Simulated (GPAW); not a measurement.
Two runs for the O K edge of atom 3 in ZrPbO3 (Pm-3m). Run A: GPAW, LDA, full core hole (charged cell), 10-atom cell with 6.0 Å between holes, 5×5×5 k points, dipole transitions, Gaussian full width 0.9 eV up to 4 eV, rising linearly to 3.5 eV at 25 eV, without spin-orbit coupling. Run B differs in one choice.

Energy from the lowest empty level; intensity scaled to a mean of 1 over the first 20 eV:

| E (eV) | A | B |
| --- | --- | --- |
| -2.0 | 0.00 | 0.00 |
| -1.5 | 0.00 | 0.00 |
| -1.0 | 0.00 | 0.00 |
| -0.5 | 0.03 | 0.02 |
| 0.0 | 0.30 | 0.17 |
| 0.5 | 1.11 | 0.79 |
| 1.0 | 1.85 | 1.75 |
| 1.5 | 1.87 | 2.15 |
| 2.0 | 1.48 | 1.96 |
| 2.5 | 1.16 | 1.30 |
| 3.0 | 0.99 | 0.96 |
| 3.5 | 0.86 | 0.72 |
| 4.0 | 0.48 | 0.29 |
| 4.5 | 0.25 | 0.46 |
| 5.0 | 0.48 | 0.90 |
| 5.5 | 0.77 | 1.07 |
| 6.0 | 0.82 | 1.30 |
| 6.5 | 0.82 | 1.59 |
| 7.0 | 1.14 | 1.38 |
| 7.5 | 1.51 | 0.98 |
| 8.0 | 1.69 | 0.69 |
| 8.5 | 1.59 | 0.67 |
| 9.0 | 1.42 | 0.93 |
| 9.5 | 1.39 | 1.25 |
| 10.0 | 1.37 | 1.44 |
| 10.5 | 1.27 | 1.45 |
| 11.0 | 1.13 | 1.30 |
| 11.5 | 0.93 | 1.04 |
| 12.0 | 0.74 | 0.80 |
| 12.5 | 0.62 | 0.67 |
| 13.0 | 0.59 | 0.66 |
| 13.5 | 0.65 | 0.71 |
| 14.0 | 0.80 | 0.82 |
| 14.5 | 0.99 | 0.96 |
| 15.0 | 1.18 | 1.10 |
| 15.5 | 1.27 | 1.18 |
| 16.0 | 1.26 | 1.15 |
| 16.5 | 1.15 | 1.04 |
| 17.0 | 0.99 | 0.91 |
| 17.5 | 0.82 | 0.79 |
| 18.0 | 0.67 | 0.70 |
| 18.5 | 0.55 | 0.62 |
| 19.0 | 0.45 | 0.55 |
| 19.5 | 0.39 | 0.48 |
| 20.0 | 0.36 | 0.43 |
| 20.5 | 0.35 | 0.39 |
| 21.0 | 0.36 | 0.39 |
| 21.5 | 0.39 | 0.41 |
| 22.0 | 0.43 | 0.45 |
| 22.5 | 0.48 | 0.51 |
| 23.0 | 0.53 | 0.56 |
| 23.5 | 0.58 | 0.61 |
| 24.0 | 0.62 | 0.65 |
| 24.5 | 0.66 | 0.68 |
| 25.0 | 0.69 | 0.72 |
| 25.5 | 0.72 | 0.76 |
| 26.0 | 0.77 | 0.81 |
| 26.5 | 0.82 | 0.87 |
| 27.0 | 0.89 | 0.95 |
| 27.5 | 0.98 | 1.05 |
| 28.0 | 1.08 | 1.14 |
| 28.5 | 1.18 | 1.23 |
| 29.0 | 1.28 | 1.29 |
| 29.5 | 1.35 | 1.32 |
| 30.0 | 1.39 | 1.30 |
| 30.5 | 1.38 | 1.24 |
| 31.0 | 1.34 | 1.16 |
| 31.5 | 1.26 | 1.06 |
| 32.0 | 1.16 | 0.97 |

Q: What was changed?
a) the k mesh of the spectrum
b) the volume of the cell
c) the plane-wave cutoff
d) the size of the supercell

(d): run B changes the supercell atoms from 10 to 5. Against the first run the r.m.s. difference is 30 %. The highest intensity below 16 eV goes from 1.3 eV (1.97) to 1.6 eV (2.17). Other settings could leave a like mark; this is the one that was changed.

[Hosts, paths, dates, database ids (printed as entryN), source tags and the programs' standing remarks are cut or masked in the printed files.]

[Lists of maxima count a maximum above −3 eV only where it reaches 4 % of the highest in the window and stands out from its surroundings by 2 % of it (1.5 % where it reaches 55 %); shoulders and weaker maxima are passed over, and of the rest the first, up to two pre-edge ones and the few strongest are named.]
